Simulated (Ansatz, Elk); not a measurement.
## YFeCuSi2: X-ray structure factors from the self-consistent density

The structure of YFeCuSi2 used here is made up (a known structure type with other elements) and was relaxed beforehand with PBEsol. The aim is the Fourier transform of its all-electron density, F(hkl), set beside the sum over free spherical atoms that refinements use.

Calculated with Elk 11.2.3 (patched build); DFT, PBE, all-electron APW+lo, Dirac cores, scalar-relativistic bands, static density, ferromagnetic start.

The structure was built from a prototype and need not be the compound's stable phase.

## (1) Set-up

The structure is tetragonal, space group I-4m2 (No. 119). The conventional cell has a = 3.916 Å, b = 3.916 Å, c = 9.774 Å, α = 90.00°, β = 90.00°, γ = 90.00°. Y has 10 Si at 3.02 to 3.68 Å and 4 Cu at 3.13 Å and 4 Fe at 3.13 Å nearest. Nearest to Cu lie 4 Si at 2.32 Å and 4 Fe at 2.77 Å and 4 Y at 3.13 Å. Fe has 4 Si at 2.32 Å and 4 Cu at 2.77 Å and 4 Y at 3.13 Å nearest. Nearest to Si lie 2 Cu at 2.32 Å and 2 Fe at 2.32 Å and 5 Si at 2.41 to 3.71 Å and 5 Y at 3.02 to 3.68 Å. Farther neighbours are not listed.

As a file:

```cif
data_structure
_symmetry_space_group_name_H-M 'I-4m2'
_symmetry_Int_Tables_number 119
_cell_length_a 3.9156
_cell_length_b 3.9156
_cell_length_c 9.7738
_cell_angle_alpha 90.000
_cell_angle_beta 90.000
_cell_angle_gamma 90.000
_cell_volume 149.85
loop_
_atom_site_label
_atom_site_type_symbol
_atom_site_symmetry_multiplicity
_atom_site_Wyckoff_symbol
_atom_site_fract_x
_atom_site_fract_y
_atom_site_fract_z
_atom_site_occupancy
Y1 Y 2 a 0.00000 0.00000 0.00000 1
Cu1 Cu 2 d 0.50000 0.00000 0.25000 1
Fe1 Fe 2 c 0.00000 0.50000 0.25000 1
Si1 Si 4 e 0.00000 0.00000 0.37668 1
```

## (2) Ground state and structure factors

An all-electron density is needed, since X-rays see the cores too. Task 0 finds the density and task 195 Fourier-transforms it; tshift is off so that phases refer to the origin typed.

elk.in reads:

```
tasks
  0
  195
  196

xctype
  20

spinpol
  .true.

rgkmax
  7.0

gmaxvr
  14.0

lmaxo
  7

lmaxapw
  8

swidth
  0.002

tshift
  .false.

ramdisk
  .false.

hmaxvr
  5.5

maxscl
  120

epspot
  1e-06

reducebf
  0.8

sppath
  './'

avec
  -3.69971703411 3.69971703411 9.23487865643
  3.69971703411 -3.69971703411 9.23487865643
  3.69971703411 3.69971703411 -9.23487865643

atoms
  4
  'Y.in'
  1
  -0.0000000000 -0.0000000000 0.0000000000   0.000000 0.000000 0.000000
  'Cu.in'
  1
  0.2500000000 0.7500000000 0.5000000000   0.000000 0.000000 0.000000
  'Fe.in'
  1
  0.7500000000 0.2500000000 0.5000000000   0.000000 0.000000 -0.065000
  'Si.in'
  2
  0.3766845838 0.3766845838 0.0000000000   0.000000 0.000000 0.000000
  0.6233154162 0.6233154162 -0.0000000000   0.000000 0.000000 0.000000

ngridk
  7 7 7
```

The run is started by

```
$ OMP_NUM_THREADS=4 elk
```

Numbers of over 12 decimals in the logs are rounded to 6 here.

The log of the run:

```text
┌─────────────────────────┐
│ Elk code version 11.2.3 │
└─────────────────────────┘

All units are atomic (Hartree, Bohr, etc.)

┌─────────────────────────────────────────────────┐
│ Ground-state run starting from atomic densities │
└─────────────────────────────────────────────────┘

Lattice vectors :
  -3.699717034       3.699717034       9.234878656
   3.699717034      -3.699717034       9.234878656
   3.699717034       3.699717034      -9.234878656

Reciprocal lattice vectors :
 -0.1394688168E-16  0.8491440358      0.3401877567
  0.8491440358     -0.1394688168E-16  0.3401877567
  0.8491440358      0.8491440358      0.7426254539E-17

Unit cell volume      :    505.6246088
Brillouin zone volume :   0.4905817659

Muffin-tin inner radius fraction :   0.1000000000E-01

Nuclei treated as point charges

Species : 1 (Y)
 parameters loaded from : Y.in
 name : yttrium
 nuclear charge    :   -39.00000000
 electronic charge :    39.00000000
 atomic mass :    162065.4503
 muffin-tin radius :    2.600000000
 number of radial points in muffin-tin :   1193
 inner part over the whole radius :   0.9871815862E-02
 number on inner part of muffin-tin    :    847
 approximate nuclear radius :   0.8135895711E-04
 number of mesh points to nuclear radius :    416
 atomic positions (lattice), magnetic fields (Cartesian) :
  1 :   0.00000000  0.00000000  0.00000000    0.00000000  0.00000000  0.00000000

Species : 2 (Cu)
 parameters loaded from : Cu.in
 name : copper
 nuclear charge    :   -29.00000000
 electronic charge :    29.00000000
 atomic mass :    115837.2717
 muffin-tin radius :    2.323666715
 number of radial points in muffin-tin :    993
 inner part over the whole radius :   0.9987659107E-02
 number on inner part of muffin-tin    :    701
 approximate nuclear radius :   0.7406004541E-04
 number of mesh points to nuclear radius :    337
 atomic positions (lattice), magnetic fields (Cartesian) :
  1 :   0.25000000  0.75000000  0.50000000    0.00000000  0.00000000  0.00000000

Species : 3 (Fe)
 parameters loaded from : Fe.in
 name : iron
 nuclear charge    :   -26.00000000
 electronic charge :    26.00000000
 atomic mass :    101799.2075
 muffin-tin radius :    2.257839244
 number of radial points in muffin-tin :    993
 inner part over the whole radius :   0.9919454826E-02
 number on inner part of muffin-tin    :    699
 approximate nuclear radius :   0.7160107270E-04
 number of mesh points to nuclear radius :    333
 atomic positions (lattice), magnetic fields (Cartesian) :
  1 :   0.75000000  0.25000000  0.50000000    0.00000000  0.00000000 -0.06500000

Species : 4 (Si)
 parameters loaded from : Si.in
 name : silicon
 nuclear charge    :   -14.00000000
 electronic charge :    14.00000000
 atomic mass :    51196.73458
 muffin-tin radius :    2.003858502
 number of radial points in muffin-tin :    793
 inner part over the whole radius :   0.9990984052E-02
 number on inner part of muffin-tin    :    552
 approximate nuclear radius :   0.5963282101E-04
 number of mesh points to nuclear radius :    248
 atomic positions (lattice), magnetic fields (Cartesian) :
  1 :   0.37668458  0.37668458  0.00000000    0.00000000  0.00000000  0.00000000
  2 :   0.62331542  0.62331542  0.00000000    0.00000000  0.00000000  0.00000000

Total number of atoms per unit cell :    5
Total muffin-tin volume :    241.7993825
 ratio of muffin-tin to unit cell volume :   0.4782191734

Spin treatment :
 spin-polarised
 global magnetic field (Cartesian) :    0.000000000       0.000000000       0.000000000
 collinear magnetisation in z-direction

Number of Bravais lattice symmetries :   16
Number of crystal symmetries         :    8
Crystal has no inversion symmetry
Complex Hermitian eigensolver will be used

k-point grid :      7     7     7
k-point offset :    0.000000000       0.000000000       0.000000000
k-point set is reduced with full crystal symmetry group
Total number of k-points :       58

Muffin-tin radius times maximum |G+k| :    7.000000000
 using average radius
[...]
electron kinetic            :      7048.1982962580
 core electron kinetic       :      6654.9122795341
 Coulomb                     :     -13666.675634901
 Coulomb potential           :     -10683.224557080
 nuclear-nuclear             :     -987.69972196192
 electron-nuclear            :     -14701.004858167
 Hartree                     :      2022.0289452280
 Madelung                    :     -8325.0633563613
 xc potential                :     -357.58436627599
 xc effective B-field        :    -0.47607820323215E-01
 external B-field            :      0.000000
 exchange                    :     -269.50950950005
 correlation                 :     -5.730735
 electron entropic           :    -0.90283357355177E-03
 total energy                :     -6893.7184861813
 (external B-field energy excluded from total)

Density of states at Fermi energy :    66.63008627
 (states/Hartree/unit cell)

Estimated indirect band gap :   0.7465992174E-03
 from k-point 42 to k-point 26
Estimated direct band gap   :   0.8231418870E-02
 at k-point 42

Charges :
 core                        :    70.00000000
 valence                     :    52.00000000
 interstitial                :    8.222563789
 muffin-tins (core leakage)
  species : 1 (Y)
[...]
species : 2 (Cu)
[...]
species : 3 (Fe)
[...]
species : 4 (Si)
[...]
total in muffin-tins        :    113.7774362
 total calculated charge     :    121.9922763
 total charge                :    122.0000000
 error                       :   0.7723684645E-02

Moments :
 interstitial                :   0.5388301888E-01
 muffin-tins
  species : 1 (Y)
[...]
species : 2 (Cu)
[...]
species : 3 (Fe)
[...]
species : 4 (Si)
[...]
total in muffin-tins        :    1.465719184
 total moment                :    1.519602203

RMS change in Kohn-Sham potential (target) :   0.8810435590E-06 (  0.1000000000E-05)
Absolute change in total energy (target)   :   0.4229801380E-04 (  0.1000000000E-03)

Convergence targets achieved

┌──────────────────┐
│ Loop number : 24 │
└──────────────────┘

Energies :
 Fermi                       :     0.333212
 sum of occupied eigenvalues :     -3992.6582280778
 electron kinetic            :      7048.1982725461
 core electron kinetic       :      6654.9122884719
 Coulomb                     :     -13666.675600316
 Coulomb potential           :     -10683.224575542
 nuclear-nuclear             :     -987.69972196192
 electron-nuclear            :     -14701.004771617
 Hartree                     :      2022.0288932623
 Madelung                    :     -8325.0633125454
 xc potential                :     -357.58432051119
 xc effective B-field        :    -0.47604215271344E-01
 external B-field            :      0.000000
 exchange                    :     -269.50950458860
 correlation                 :     -5.730735
 electron entropic           :    -0.90282590577213E-03
 total energy                :     -6893.7184705568
 (external B-field energy excluded from total)

Density of states at Fermi energy :    66.62916237
 (states/Hartree/unit cell)

Estimated indirect band gap :   0.7481524908E-03
 from k-point 42 to k-point 26
Estimated direct band gap   :   0.8232292871E-02
 at k-point 42

Charges :
 core                        :    70.00000000
 valence                     :    52.00000000
 interstitial                :    8.222564563
 muffin-tins (core leakage)
  species : 1 (Y)
[...]
species : 2 (Cu)
[...]
species : 3 (Fe)
   atom 1                    :    24.91477030     ( -0.2222986968E-06)
  species : 4 (Si)
   atom 1                    :    11.84436220     (  0.3684785550E-02)
   atom 2                    :    11.84436220     (  0.3684785550E-02)
 total in muffin-tins        :    113.7774354
 total calculated charge     :    121.9922763
 total charge                :    122.0000000
 error                       :   0.7723684640E-02

Moments :
 interstitial                :   0.5388937359E-01
 muffin-tins
  species : 1 (Y)
[...]
species : 2 (Cu)
[...]
species : 3 (Fe)
   atom 1                    :    1.426394553
  species : 4 (Si)
   atom 1                    :  -0.1276233798E-01
   atom 2                    :  -0.1276233798E-01
 total in muffin-tins        :    1.465660694
 total moment                :    1.519550068

┌──────────────────────────────┐
│ Self-consistent loop stopped │
└──────────────────────────────┘

Warning : the lowest level lies among the core levels :   -2.874565478      -2.954799530

Warning : core states of species 2 leak from the muffin-tin :   0.2420230893E-03

Warning : core states of species 4 leak from the muffin-tin :   0.3684785550E-02

Wrote STATE.OUT
```

Elapsed: 7.9 min, on 4 threads of Arm Neoverse V2, shared host; peak memory 0.45 GiB; 30 min of CPU time.

SFACRHO.OUT:

```text

h k l indices transformed by vhmat matrix:
   1.000000000       0.000000000       0.000000000    
   0.000000000       1.000000000       0.000000000    
   0.000000000       0.000000000       1.000000000    

      h      k      l  multipl.   |H|            Re(F)            Im(F)           |F|

      0      0      0      1   0.0000000       122.00000      0.85137741E-16   122.00000    
     -1     -1      1      2  0.68037551      -14.903477     -0.52627133E-14   14.903477    
      1      0     -1      4  0.91475314       17.480136      -3.0853298       17.750336    
      0      1     -1      4  0.91475314       17.480136       3.0853298       17.750336    
     -1      1      0      4   1.2008710       6.8897918     -0.46768159E-14   6.8897918    
      1      2     -1      4   1.3276276       43.919151       3.1986520       44.035477    
     -1     -2      1      4   1.3276276       43.919151      -3.1986520       44.035477    
      2      2     -2      2   1.3607510       53.923976     -0.10963986E-14   53.923976    
     -1     -1      0      8   1.3802181       73.315730      0.10525427E-13   73.315730    
     -1      1      1      4   1.6982881       84.818085      0.11933035E-13   84.818085    
     -2     -2      3      8   1.8148649      -27.293495     -0.47090320E-13   27.293495    
      0      2     -2      4   1.8295063      -9.9350854      0.65231227E-01   9.9352995    
     -2      0      0      4   1.8295063      -9.9350854     -0.65231227E-01   9.9352995    
      3      2     -2      4   1.9011150       39.353227       2.9878890       39.466492    
     -2     -3      3      4   1.9011150       39.353227      -2.9878890       39.466492    
      1      0      1      8   1.9289779       15.077003      -2.9963683       15.371865    
      0      1      1      8   1.9289779       15.077003       2.9963683       15.371865    
     -3     -3      3      2   2.0411265      -10.329017     -0.10525427E-13   10.329017
```

Elk indexes on the primitive cell of elk.in and gives |H| = 4π sin θ/λ in inverse bohr. Below, one row stands for each form hkl of the conventional cell (m members, Friedel mates merged), F is for one primitive cell and the density is static (no thermal factor). Free-atom factors are Waasmaier and Kirfel's, and R is Σm||F|−|F'||/Σm|F|.

```csv
hkl,m,sin θ/λ (Å⁻¹),"abs F, DFT",neutral atoms,diff.,abs of complex diff.
002,2,0.102,14.903,14.854,+0.049,0.049
101,8,0.138,17.750,17.978,-0.227,0.464
110,4,0.181,6.890,6.644,+0.246,0.246
103,8,0.200,44.036,44.048,-0.012,0.292
004,2,0.205,53.924,54.541,-0.617,0.617
112,8,0.208,73.316,73.770,-0.454,0.454
200,4,0.255,84.818,85.530,-0.712,0.712
114,8,0.273,27.294,27.995,-0.701,0.701
202,8,0.275,9.935,10.479,-0.544,0.548
105,8,0.286,39.466,39.651,-0.185,0.267
211,16,0.290,15.372,15.283,+0.089,0.220
006,2,0.307,10.329,10.966,-0.637,0.637
213,16,0.324,36.482,36.602,-0.121,0.199
204,8,0.327,44.299,44.426,-0.127,0.130
116,8,0.356,56.321,56.455,-0.134,0.134
220,4,0.361,71.800,72.112,-0.312,0.312
222,8,0.375,7.383,7.661,-0.278,0.278
107,8,0.380,14.254,14.276,-0.022,0.054
215,16,0.383,34.674,34.627,+0.047,0.105
301,8,0.387,13.252,13.268,-0.016,0.101
206,8,0.399,8.114,8.227,-0.114,0.115
310,8,0.404,7.222,7.143,+0.079,0.079
```

## (3) The magnetisation density

The same run holds the spin density, and task 196 transforms it. The order is that of the start, and no other was tried.

SFACMAG_1.OUT:

```text

h k l indices transformed by vhmat matrix:
   1.000000000       0.000000000       0.000000000    
   0.000000000       1.000000000       0.000000000    
   0.000000000       0.000000000       1.000000000    

      h      k      l  multipl.   |H|            Re(F)            Im(F)           |F|

      0      0      0      1   0.0000000       1.5195501      0.12199491E-17   1.5195501    
     -1     -1      1      2  0.68037551      -1.2644643     -0.14176091E-15   1.2644643    
      1      0     -1      4  0.91475314      0.11848012E-02   1.1488685       1.1488691    
      0      1     -1      4  0.91475314      0.11848012E-02  -1.1488685       1.1488691    
     -1      1      0      4   1.2008710      -1.1547408      0.30450357E-15   1.1547408    
      1      2     -1      4   1.3276276     -0.31810529E-01  -1.0038191       1.0043230    
     -1     -2      1      4   1.3276276     -0.31810529E-01   1.0038191       1.0043230    
      2      2     -2      2   1.3607510       1.1179407     -0.26724716E-15   1.1179407    
     -1     -1      0      8   1.3802181       1.0561145      0.25654014E-15   1.0561145    
     -1      1      1      4   1.6982881      0.80967337      0.62453195E-16  0.80967337    
     -2     -2      3      8   1.8148649     -0.78923092     -0.80452530E-15  0.78923092    
      0      2     -2      4   1.8295063     -0.76282866     -0.42558148E-01  0.76401490    
     -2      0      0      4   1.8295063     -0.76282866      0.42558148E-01  0.76401490    
      3      2     -2      4   1.9011150      0.13860453E-01 -0.65703148      0.65717766    
     -2     -3      3      4   1.9011150      0.13860453E-01  0.65703148      0.65717766    
      1      0      1      8   1.9289779     -0.67669819E-03  0.63960549      0.63960585
```

The total moment is 1.52 μB a cell; sphere moments: Y1 +0.02, Cu2 +0.04, Fe3 +1.43, Si4 -0.01, Si5 -0.01 μB. Polarised neutrons measure spin and orbital magnetisation together; without spin-orbit coupling the run gives the spin part:

```csv
hkl,sin θ/λ (Å⁻¹),abs F_M (μB)
002,0.102,1.264
101,0.138,1.149
110,0.181,1.155
103,0.200,1.004
004,0.205,1.118
112,0.208,1.056
200,0.255,0.810
114,0.273,0.789
202,0.275,0.764
105,0.286,0.657
211,0.290,0.640
006,0.307,0.747
213,0.324,0.519
204,0.327,0.574
```

(Continued in part 2 of 2.)

[Logs are printed without paths, hosts, clocks, repeated set-up lines and the standing remarks that a program may print on its own settings, such as how far it seeks lower states.]

[Hosts, paths, dates, database ids (printed as entryN), source tags and the programs' standing remarks are cut or masked in the printed files.]
